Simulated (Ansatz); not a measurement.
## Electron scattering at the Σ9 (114) boundary in bcc Nb, starting shift (0, 0.5)

Aim: the relaxed structure and the specific resistance of the Σ9 (114) boundary in bcc Nb, starting shift (0, 0.5).

Main program and level: Ansatz 0.2.0; Ansatz plane-wave DFT, PBE, PAW files; relaxation of a bicrystal slab with its lowest layers held; PAW set soft_1, in the first sound run; inputs show where later runs differ.

## Step 1: Set-up

The cell holds 24 atoms: 24 Nb. Cell: a = 5.483 Å, b = 4.676 Å, c = 30.053 Å, α = 90.0°, β = 90.0°, γ = 64.8°. It derives from Nb. built on the (1 1 4) plane; 2 overlapping atoms removed and the grains opened by 0.35 Å. Vacuum lies along c.

## Step 2: Relaxing the bicrystal

The boundary is built by mirroring the lower grain in the boundary plane and removing any atoms that overlap. A thin bicrystal slab is relaxed first, with the lowest layers held and the upper grain free to shift and open.

input.yaml reads:

```yaml
crystal:
  lattice:
    - [5.4828782722, 0.0, 0.0]
    - [1.9937739172, 4.2294331709, 0.0]
    - [0.0, 0.0, 30.053257204]
  atoms:
    - { symbol: Nb, position: [0.4444444445, 0.7777777778, 0.1663713176] }
    - { symbol: Nb, position: [1.0e-10, 0.5000000001, 0.1923020305] }
    - { symbol: Nb, position: [0.5555555556, 0.2222222223, 0.2182327434] }
    - { symbol: Nb, position: [0.1111111112, 0.9444444445, 0.2441634563] }
    - { symbol: Nb, position: [0.6666666667, 0.6666666667, 0.2700941691] }
    - { symbol: Nb, position: [0.2222222223, 0.3888888889, 0.296024882] }
    - { symbol: Nb, position: [0.7777777778, 0.1111111111, 0.3219555949] }
    - { symbol: Nb, position: [0.3333333334, 0.8333333334, 0.3478863077] }
    - { symbol: Nb, position: [0.8888888889, 0.5555555556, 0.3738170206] }
    - { symbol: Nb, position: [0.4444444445, 0.2777777778, 0.3997477335] }
    - { symbol: Nb, position: [0.0, 0.0, 0.4256784464] }
    - { symbol: Nb, position: [0.4444444445, 0.7777777778, 0.4632551515] }
    - { symbol: Nb, position: [0.3333333334, 0.3333333334, 0.5151165772] }
    - { symbol: Nb, position: [0.7777777778, 0.6111111111, 0.5410472901] }
    - { symbol: Nb, position: [0.2222222223, 0.8888888889, 0.566978003] }
    - { symbol: Nb, position: [0.6666666667, 0.1666666667, 0.5929087159] }
    - { symbol: Nb, position: [0.1111111112, 0.4444444445, 0.6188394287] }
    - { symbol: Nb, position: [0.5555555556, 0.7222222223, 0.6447701416] }
    - { symbol: Nb, position: [1.0e-10, 1.0e-10, 0.6707008545] }
    - { symbol: Nb, position: [0.4444444445, 0.2777777778, 0.6966315674] }
    - { symbol: Nb, position: [0.888888889, 0.5555555556, 0.7225622802] }
    - { symbol: Nb, position: [0.3333333334, 0.8333333334, 0.7484929931] }
    - { symbol: Nb, position: [0.7777777779, 0.1111111112, 0.774423706] }
    - { symbol: Nb, position: [0.2222222223, 0.388888889, 0.8003544188] }
kpoints:
  mp_grid: { grid: [6, 6, 1] }
hamiltonian:
  xc: pbe
  pseudopotentials: { kind: paw, azcp: { folder: soft_1 } }
scf:
  occupations: { method: fermi_dirac, width: 0.1 }
relax:
  f_tol: 0.03
  max_steps: 80
  constraints: [{ sites: [0, 1, 2, 3] }]
```

Started as:

```
ansatz run input.yaml --threads 4 --pin off --max-ram 15360MiB --backend cpu --events-out ev --progress --plain --runs-dir out
```

Numbers of over 12 decimals in the logs are rounded to 6 here.

The log of the run:

```text
Engine: ansatz 0.2.0, aarch64-unknown-linux-gnu
Pseudopotentials: kind: paw
Pseudopotential: Nb, paw, valence charge 13, recommended cutoff 420 eV (normal), soft_1/Nb.paw.azcp
Functional definition: PBE
  parameter kappa = 0.804
  parameter beta = 0.066725
  exchange = pbe_x(kappa = kappa, mu = beta*pi^2/3)
  correlation = pbe_c(beta = beta)
Crystal: 24 atoms, lattice volume = 696.919 Å³
Basis set: ecut = 420 eV, 13643 PW (Γ), exchange–correlation on 80×64×432 points (8 copies of the dense FFT grid, shifted against one another)
Bands: 188, of which v1, the nominal top of the filled ones, is band 156 counted from 1 (155 counted from 0)
Symmetry: 2 space group operations
Space group: Cm (ITA 8), of the structure as read, at distance tolerance 8.9e-5 Å
k-points: 13 of 36 (time reversal used)
Non-local potential: Nb, projectors of the file, l = 0: 3, l = 1: 2, l = 2: 2, l = 3: 1
PAW form: soft (Blöchl's): semilocal exchange-correlation on the pseudo side does not see the compensation charge
PAW one-centre angular grid: Nb, 590 points (default); XC on 64 Gauss nodes
Initial density: superposition of atomic densities (neutral atoms: chi_scale 0, normalization atom)
Initial wavefunctions: pseudopotential atomic-orbital guess
Functional: x = pbe(κ = 0.804, μ = 0.219515), c = pbe(β = 0.066725)
SCF iter   1: F=—  HF=-109266.171879 eV  |F-HF|=—  |Δ(HF+E_count)|=         —  Δρ=7.33e-2  dr2=3.32e2  ethr=3.10e-3  ⟨swp⟩=10.2  Hψ=11764  notcnv=0
preconditioner: auto → LDOS  [metal: Δε(μ)=0.006 eV  Ē_g=3.664 eV  σ=0.100 eV  W_gap=0.01  n_scr=148 (ndim 8)  ℏωp=15.4 eV  f_vac=0.277  D(μ)=25.03/eV (n_scr^D=184)  β→1.0]
SCF iter   2: F=—  HF=-109253.524869 eV  |F-HF|=—  |Δ(HF+E_count)|=    1.26e1  Δρ=6.09e-2  dr2=3.93e2  ethr=3.10e-3  ⟨swp⟩=12.2  Hψ=11375  notcnv=0  defer=6
SCF iter   3: F=—  HF=-109245.273069 eV  |F-HF|=—  |Δ(HF+E_count)|=    8.25e0  Δρ=1.64e-2  dr2=1.54e1  ethr=3.10e-3  ⟨swp⟩=11.4  Hψ=9101  notcnv=0  defer=8
SCF iter   4: F=—  HF=-109244.553590 eV  |F-HF|=—  |Δ(HF+E_count)|=   7.19e-1  Δρ=3.92e-3  dr2=4.13e-1  ethr=3.10e-3  ⟨swp⟩=4.5  Hψ=3653  notcnv=0  defer=3
SCF iter   5: F=—  HF=-109244.525003 eV  |F-HF|=—  |Δ(HF+E_count)|=   2.86e-2  Δρ=1.95e-3  dr2=3.72e-1  ethr=1.32e-4  ⟨swp⟩=6.0  Hψ=4690  notcnv=0  defer=3
SCF iter   6: F=—  HF=-109244.523216 eV  |F-HF|=—  |Δ(HF+E_count)|=   1.79e-3  Δρ=1.18e-3  dr2=1.13e-1  ethr=1.19e-4  ⟨swp⟩=1.5  Hψ=2681  notcnv=0
SCF iter   7: F=—  HF=-109244.519880 eV  |F-HF|=—  |Δ(HF+E_count)|=   3.34e-3  Δρ=2.78e-4  dr2=4.98e-3  ethr=3.61e-5  ⟨swp⟩=1.5  Hψ=2627  notcnv=0
SCF iter   8: F=—  HF=-109244.520141 eV  |F-HF|=—  |Δ(HF+E_count)|=   2.61e-4  Δρ=5.06e-5  dr2=7.16e-5  ethr=1.59e-6  ⟨swp⟩=2.0  Hψ=3177  notcnv=0
SCF iter   9: F=-109244.520144 eV  HF=-109244.520149 eV  |F-HF|=4.47e-6  |Δ(HF+E_count)|=   7.71e-6  Δρ=1.73e-5  dr2=7.72e-6  ethr=7.21e-9  ⟨swp⟩=5.5  Hψ=9243  notcnv=0
SCF 1 converged in 9 iterations: F = -109244.520144 eV  dr2 = 7.72e-6
  greatest PAW one-centre occupation: 0.998 electrons in one spin orbital (limit 2), on the Nb atom at site 4 (counted from 0), in its partial waves of l = 0
relax step   1: F+E_penalty+E_count = -109244.52014404 eV  Δ(F+E_penalty+E_count) = +0.000e0 eV  max|allowed force component| = 1.718e0 eV/Å  Δτ_max = 0.0000 Å  (9 SCF iters, dr2 threshold 2.25e-5 eV, accepted)
Initial density: handed on by an earlier stage of this run
Initial wavefunctions: those handed on with the density
iter 1 solved again at ethr=2.58e-3 eV; its pass at ethr=3.10e-3 eV (dr2=8.04e0 eV) is discarded
SCF iter   1: F=—  HF=-109245.943780 eV  |F-HF|=—  |Δ(HF+E_count)|=         —  Δρ=1.43e-2  dr2=8.62e0  ethr=2.58e-3  ⟨swp⟩=1.1  Hψ=9332  notcnv=0
preconditioner: auto → LDOS  [metal: Δε(μ)=0.013 eV  Ē_g=3.059 eV  σ=0.100 eV  W_gap=0.03  n_scr=148 (ndim 8)  ℏωp=15.4 eV  f_vac=0.285  D(μ)=33.11/eV (n_scr^D=298)  β→1.0]
SCF iter   2: F=—  HF=-109245.571459 eV  |F-HF|=—  |Δ(HF+E_count)|=   3.72e-1  Δρ=3.84e-3  dr2=2.26e-1  ethr=2.58e-3  ⟨swp⟩=2.3  Hψ=2696  notcnv=0
SCF iter   3: F=—  HF=-109245.571580 eV  |F-HF|=—  |Δ(HF+E_count)|=   1.21e-4  Δρ=2.11e-3  dr2=7.16e-2  ethr=7.23e-5  ⟨swp⟩=2.3  Hψ=4579  notcnv=0
SCF iter   4: F=—  HF=-109245.558224 eV  |F-HF|=—  |Δ(HF+E_count)|=   1.34e-2  Δρ=4.39e-4  dr2=2.89e-3  ethr=2.29e-5  ⟨swp⟩=2.4  Hψ=4381  notcnv=0
SCF iter   5: F=—  HF=-109245.557788 eV  |F-HF|=—  |Δ(HF+E_count)|=   4.36e-4  Δρ=1.15e-4  dr2=1.64e-4  ethr=9.27e-7  ⟨swp⟩=2.9  Hψ=4536  notcnv=0
SCF iter   6: F=-109245.557807 eV  HF=-109245.557811 eV  |F-HF|=3.85e-6  |Δ(HF+E_count)|=   2.27e-5  Δρ=3.41e-5  dr2=1.59e-5  ethr=3.21e-8  ⟨swp⟩=2.9  Hψ=8718  notcnv=0
SCF 2 converged in 6 iterations: F = -109245.557807 eV  dr2 = 1.59e-5
  greatest PAW one-centre occupation: 0.998 electrons in one spin orbital (limit 2), on the Nb atom at site 19 (counted from 0), in its partial waves of l = 0
relax step   2: F+E_penalty+E_count = -109245.55780687 eV  Δ(F+E_penalty+E_count) = -1.038e0 eV  max|allowed force component| = 8.339e-1 eV/Å  Δτ_max = 0.1942 Å  (6 SCF iters, dr2 threshold 1.00e-4 eV, accepted)
iter 1 solved again at ethr=1.32e-3 eV; its pass at ethr=3.10e-3 eV (dr2=4.10e0 eV) is discarded
SCF iter   1: F=—  HF=-109246.126849 eV  |F-HF|=—  |Δ(HF+E_count)|=         —  Δρ=9.77e-3  dr2=6.13e0  ethr=1.32e-3  ⟨swp⟩=1.8  Hψ=7753  notcnv=0  defer=1
preconditioner: auto → LDOS  [metal: Δε(μ)=0.010 eV  Ē_g=3.063 eV  σ=0.100 eV  W_gap=0.03  n_scr=148 (ndim 8)  ℏωp=15.4 eV  f_vac=0.287  D(μ)=32.57/eV (n_scr^D=284)  β→1.0]
SCF iter   2: F=—  HF=-109245.994587 eV  |F-HF|=—  |Δ(HF+E_count)|=   1.32e-1  Δρ=2.86e-3  dr2=2.59e-1  ethr=1.32e-3  ⟨swp⟩=2.8  Hψ=2703  notcnv=0
SCF iter   3: F=—  HF=-109245.991539 eV  |F-HF|=—  |Δ(HF+E_count)|=   3.05e-3  Δρ=1.77e-3  dr2=5.16e-2  ethr=8.29e-5  ⟨swp⟩=2.2  Hψ=4418  notcnv=0
SCF iter   4: F=—  HF=-109245.980613 eV  |F-HF|=—  |Δ(HF+E_count)|=   1.09e-2  Δρ=3.31e-4  dr2=1.78e-3  ethr=1.65e-5  ⟨swp⟩=2.2  Hψ=4261  notcnv=0
SCF iter   5: F=—  HF=-109245.980768 eV  |F-HF|=—  |Δ(HF+E_count)|=   1.55e-4  Δρ=8.54e-5  dr2=8.26e-5  ethr=5.70e-7  ⟨swp⟩=3.0  Hψ=4618  notcnv=0
SCF iter   6: F=-109245.980771 eV  HF=-109245.980778 eV  |F-HF|=7.02e-6  |Δ(HF+E_count)|=   9.92e-6  Δρ=2.70e-5  dr2=1.39e-5  ethr=1.39e-8  ⟨swp⟩=5.0  Hψ=7567  notcnv=0
SCF 3 converged in 6 iterations: F = -109245.980771 eV  dr2 = 1.39e-5
relax step   3: F+E_penalty+E_count = -109245.98077081 eV  Δ(F+E_penalty+E_count) = -4.230e-1 eV  max|allowed force component| = 4.984e-1 eV/Å  Δτ_max = 0.1952 Å  (6 SCF iters, dr2 threshold 4.35e-5 eV, accepted)
[... from here on, the SCF cycles and remarks between the steps are left out ...]
relax step   4: F+E_penalty+E_count = -109246.36659407 eV  Δ(F+E_penalty+E_count) = -3.858e-1 eV  max|allowed force component| = 2.361e-1 eV/Å  Δτ_max = 0.1948 Å  (7 SCF iters, dr2 threshold 5.85e-5 eV, accepted)
relax step   5: F+E_penalty+E_count = -109246.59103689 eV  Δ(F+E_penalty+E_count) = -2.244e-1 eV  max|allowed force component| = 1.885e-1 eV/Å  Δτ_max = 0.2000 Å  (7 SCF iters, dr2 threshold 1.25e-5 eV, accepted)
relax step   6: F+E_penalty+E_count = -109246.75076961 eV  Δ(F+E_penalty+E_count) = -1.597e-1 eV  max|allowed force component| = 2.425e-1 eV/Å  Δτ_max = 0.1935 Å  (7 SCF iters, dr2 threshold 7.98e-6 eV, accepted)
relax step   7: F+E_penalty+E_count = -109246.85508189 eV  Δ(F+E_penalty+E_count) = -1.043e-1 eV  max|allowed force component| = 1.844e-1 eV/Å  Δτ_max = 0.2000 Å  (7 SCF iters, dr2 threshold 3.75e-5 eV, accepted)
relax step   8: F+E_penalty+E_count = -109246.90266006 eV  Δ(F+E_penalty+E_count) = -4.758e-2 eV  max|allowed force component| = 1.117e-1 eV/Å  Δτ_max = 0.1908 Å  (7 SCF iters, dr2 threshold 1.96e-5 eV, accepted)
relax step   9: F+E_penalty+E_count = -109246.83849612 eV  Δ(F+E_penalty+E_count) = +6.416e-2 eV  max|allowed force component| = 4.437e-1 eV/Å  Δτ_max = 0.2000 Å  (7 SCF iters, dr2 threshold 4.58e-6 eV, rejected (line search))
relax step  10: F+E_penalty+E_count = -109246.91756901 eV  Δ(F+E_penalty+E_count) = -1.491e-2 eV  max|allowed force component| = 6.048e-2 eV/Å  Δτ_max = 0.0897 Å  (8 SCF iters, accepted)
relax step  11: F+E_penalty+E_count = -109246.92253614 eV  Δ(F+E_penalty+E_count) = -4.967e-3 eV  max|allowed force component| = 5.068e-2 eV/Å  Δτ_max = 0.0799 Å  (7 SCF iters, dr2 threshold 1.07e-6 eV, accepted)
relax step  12: F+E_penalty+E_count = -109246.92506477 eV  Δ(F+E_penalty+E_count) = -2.529e-3 eV  max|allowed force component| = 4.365e-2 eV/Å  Δτ_max = 0.0555 Å  (9 SCF iters, accepted)
relax step  13: F+E_penalty+E_count = -109246.92737617 eV  Δ(F+E_penalty+E_count) = -2.311e-3 eV  max|allowed force component| = 3.465e-2 eV/Å  Δτ_max = 0.0562 Å  (7 SCF iters, dr2 threshold 1.34e-6 eV, accepted)
relax step  14: F+E_penalty+E_count = -109246.92885237 eV  Δ(F+E_penalty+E_count) = -1.476e-3 eV  max|allowed force component| = 3.093e-2 eV/Å  Δτ_max = 0.0799 Å  (9 SCF iters, accepted)
SCF iter   1: F=—  HF=-109246.931291 eV  |F-HF|=—  |Δ(HF+E_count)|=         —  Δρ=1.57e-3  dr2=1.73e-2  ethr=8.12e-5  ⟨swp⟩=3.4  Hψ=4268  notcnv=0
preconditioner: auto → LDOS  [metal: Δε(μ)=0.010 eV  Ē_g=3.178 eV  σ=0.100 eV  W_gap=0.02  n_scr=148 (ndim 8)  ℏωp=15.4 eV  f_vac=0.318  D(μ)=31.25/eV (n_scr^D=272)  β→1.0]
SCF iter   2: F=—  HF=-109246.929312 eV  |F-HF|=—  |Δ(HF+E_count)|=   1.98e-3  Δρ=5.38e-4  dr2=2.87e-3  ethr=5.56e-6  ⟨swp⟩=2.0  Hψ=4552  notcnv=0
SCF iter   3: F=—  HF=-109246.928744 eV  |F-HF|=—  |Δ(HF+E_count)|=   5.68e-4  Δρ=1.72e-4  dr2=3.34e-4  ethr=9.20e-7  ⟨swp⟩=2.0  Hψ=4189  notcnv=0
SCF iter   4: F=—  HF=-109246.928655 eV  |F-HF|=—  |Δ(HF+E_count)|=   8.90e-5  Δρ=3.31e-5  dr2=1.78e-5  ethr=1.07e-7  ⟨swp⟩=3.0  Hψ=4665  notcnv=0
SCF iter   5: F=—  HF=-109246.929174 eV  |F-HF|=—  |Δ(HF+E_count)|=   5.19e-4  Δρ=1.64e-5  dr2=3.69e-6  ethr=5.70e-9  ⟨swp⟩=2.9  Hψ=4666  notcnv=0
SCF iter   6: F=—  HF=-109246.929173 eV  |F-HF|=—  |Δ(HF+E_count)|=   5.91e-7  Δρ=4.13e-6  dr2=2.16e-7  ethr=1.18e-9  ⟨swp⟩=2.3  Hψ=3945  notcnv=0
SCF iter   7: F=-109246.929173 eV  HF=-109246.929173 eV  |F-HF|=6.02e-9  |Δ(HF+E_count)|=   1.53e-7  Δρ=1.60e-6  dr2=3.15e-8  ethr=3.21e-11  ⟨swp⟩=5.0  Hψ=8700  notcnv=0
SCF 15 converged in 7 iterations: F = -109246.929173 eV  dr2 = 3.15e-8
relax step  15: F+E_penalty+E_count = -109246.92917344 eV  Δ(F+E_penalty+E_count) = -3.211e-4 eV  max|allowed force component| = 1.657e-2 eV/Å  Δτ_max = 0.0214 Å  (7 SCF iters, accepted)
SCF converged after 7 iterations
Free energy (F): -109246.929173 eV
Harris-Foulkes:  -109246.929173 eV  (|F-HF|=6.02e-9)
Internal energy: -109245.906073 eV  (E = F + TS)
E sigma→0 (E₀):  -109246.417623 eV
Entropy (-TS):   -1.023101 eV (-42.629 meV/atom)
Fermi energy:    9.866577 eV
--- Per-component energies (eV) ---
  E_band       = -4128.998899
  E_kinetic    = 8942.210009
  E_local      = -275833.578169  (includes V_loc(G=0)·N_el)
  E_nonlocal   = 2289.277870
  E_hartree    = 134052.321268
  E_xc         = -3966.835334
  E_vxc        = -4801.265584  (∫ρ·V_xc dr)
  E_paw        = -73975.380735  (= ΣΔE_a)
  E_vpaw       = -2830.278847  (= ΣTr[D̂ρ^β])
  E_aug_tail   = 0.001006  (compensation charges beyond the density's cutoff)
  E_ewald      = 99246.078010
  E_smearing   = -1.023101  (= −TS)
  E_closure    = 0.000000  (closes the sum)
  Σ components = -109246.929173   (vs F -109246.929173, Δ=0.00e0)
--- Forces (eV/Å), atoms counted from 1 ---
  atom   1  Nb     0.00116927    -0.00055120     1.65981664
  atom   2  Nb    -0.08455349     0.03985890     0.20723888
  atom   3  Nb    -0.17755334     0.08369944    -1.18915742
  atom   4  Nb     0.25922310    -0.12219894    -0.67243485
  atom   5  Nb    -0.00200288     0.00094417    -0.00163970
  atom   6  Nb    -0.00082129     0.00038716    -0.00094014
  atom   7  Nb     0.00028274    -0.00013328     0.00260687
  atom   8  Nb     0.00470827    -0.00221950     0.00426417
  atom   9  Nb    -0.00833813     0.00393063     0.00991990
  atom  10  Nb    -0.00536610     0.00252960    -0.00040660
  atom  11  Nb     0.00580718    -0.00273753    -0.00016826
  atom  12  Nb     0.00315348    -0.00148656    -0.01657056
  atom  13  Nb     0.00380894    -0.00179555     0.00288652
  atom  14  Nb     0.00678088    -0.00319654     0.00908499
  atom  15  Nb     0.00224595    -0.00105875    -0.00831250
  atom  16  Nb     0.00411020    -0.00193757    -0.00028260
  atom  17  Nb     0.00344199    -0.00162257    -0.00197453
  atom  18  Nb    -0.00529804     0.00249752    -0.00905922
  atom  19  Nb    -0.00272198     0.00128315     0.00237037
  atom  20  Nb    -0.01045952     0.00493066     0.00377600
  atom  21  Nb    -0.00756765     0.00356743     0.00001942
  atom  22  Nb     0.00563007    -0.00265404     0.00677908
  atom  23  Nb     0.00698593    -0.00329320     0.00731705
  atom  24  Nb    -0.00265432     0.00125126    -0.01512497
  max |Σ_I F_I| component: 1.13e-5 eV/Å
--- Relaxed structure (15 steps of the walk, 14 accepted, 0 SCFs on fresh bases) ---
  F+E_penalty+E_count = -109246.92917344 eV   max|allowed force component| = 1.657e-2 eV/Å
  atoms:
    - { symbol: Nb, position: [0.444444, 0.77777777775, 0.166371] }
    - { symbol: Nb, position: [1.000000082740371e-10, 0.500000, 0.192302] }
    - { symbol: Nb, position: [0.5555555556, 0.222222, 0.218233] }
    - { symbol: Nb, position: [0.111111, 0.9444444444, 0.244163] }
    - { symbol: Nb, position: [0.661131, 0.669434, 0.267385] }
    - { symbol: Nb, position: [0.215991, 0.392004, 0.294948] }
    - { symbol: Nb, position: [0.770600, 0.114700, 0.321814] }
    - { symbol: Nb, position: [0.322306, 0.838847, 0.347889] }
    - { symbol: Nb, position: [0.890616, 0.554692, 0.373192] }
    - { symbol: Nb, position: [0.431865, 0.284067, 0.394740] }
    - { symbol: Nb, position: [-0.027659, 0.013829, 0.439108] }
    - { symbol: Nb, position: [0.553176, 0.723412, 0.441284] }
    - { symbol: Nb, position: [0.410609, 0.294695, 0.487729] }
    - { symbol: Nb, position: [0.864268, 0.567866, 0.510138] }
    - { symbol: Nb, position: [0.293980, 0.853010, 0.534108] }
    - { symbol: Nb, position: [0.744897, 0.127551, 0.561998] }
    - { symbol: Nb, position: [0.194111, 0.402945, 0.586167] }
    - { symbol: Nb, position: [0.629375, 0.685313, 0.613048] }
    - { symbol: Nb, position: [0.067256, -0.033628, 0.638683] }
    - { symbol: Nb, position: [0.506509, 0.246745, 0.667150] }
    - { symbol: Nb, position: [0.950336, 0.524832, 0.690112] }
    - { symbol: Nb, position: [0.386266, 0.806867, 0.717669] }
    - { symbol: Nb, position: [0.821075, 0.089463, 0.739926] }
    - { symbol: Nb, position: [0.246514, 0.376743, 0.760603] }
```

The job ended after 13 min (4 threads of Arm Neoverse V1, shared host; peak memory 3 GiB).

Step by step:

| step | energy less that of the first step (eV) | largest force component (eV/Å) |
| --- | --- | --- |
| 1 | 0.0000 | 1.7178 |
| 2 | -1.0377 | 0.8339 |
| 3 | -1.4606 | 0.4984 |
| 4 | -1.8465 | 0.2361 |
| 5 | -2.0709 | 0.1885 |
| 6 | -2.2306 | 0.2425 |
| 7 | -2.3349 | 0.1844 |
| 8 | -2.3825 | 0.1117 |
| 9 | -2.3184 | 0.4437 |
| 10 | -2.3974 | 0.0605 |
| 11 | -2.4024 | 0.0507 |
| 12 | -2.4049 | 0.0437 |
| 13 | -2.4072 | 0.0346 |
| 14 | -2.4087 | 0.0309 |
| 15 | -2.4090 | 0.0166 |

Relaxation step 9 was tried and not accepted.

Forces are held to the 2 operations that the run works with; a distortion that breaks them can't arise in this run.

The atoms that moved most (Å):

| atom | dx | dy | dz | length |
| --- | --- | --- | --- | --- |
| Nb24 | 0.109 | -0.051 | -1.195 | 1.201 |
| Nb17 | 0.372 | -0.176 | -0.982 | 1.065 |
| Nb23 | 0.194 | -0.092 | -1.037 | 1.059 |
| Nb15 | 0.322 | -0.152 | -0.988 | 1.050 |
| Nb14 | 0.388 | -0.183 | -0.929 | 1.023 |
| Nb21 | 0.276 | -0.130 | -0.975 | 1.022 |
| Nb18 | 0.331 | -0.156 | -0.953 | 1.021 |
| Nb19 | 0.302 | -0.142 | -0.962 | 1.018 |

Numbers from this step:

| Property | Result |
| --- | --- |
| free energy | -109246.9292 eV |
| energy at zero smearing | -109246.4176 eV |
| Fermi energy | 9.867 eV |

The largest force component on a free atom ends at 0.017 eV/Å, under the tolerance of 0.03, after 15 steps.

[end of part 1 of 3]

[Logs are printed without paths, hosts, clocks, repeated set-up lines and the standing remarks that a program may print on its own settings, such as how far it seeks lower states.]

[Hosts, paths, dates, database ids (printed as entryN), source tags and the programs' standing remarks are cut or masked in the printed files.]
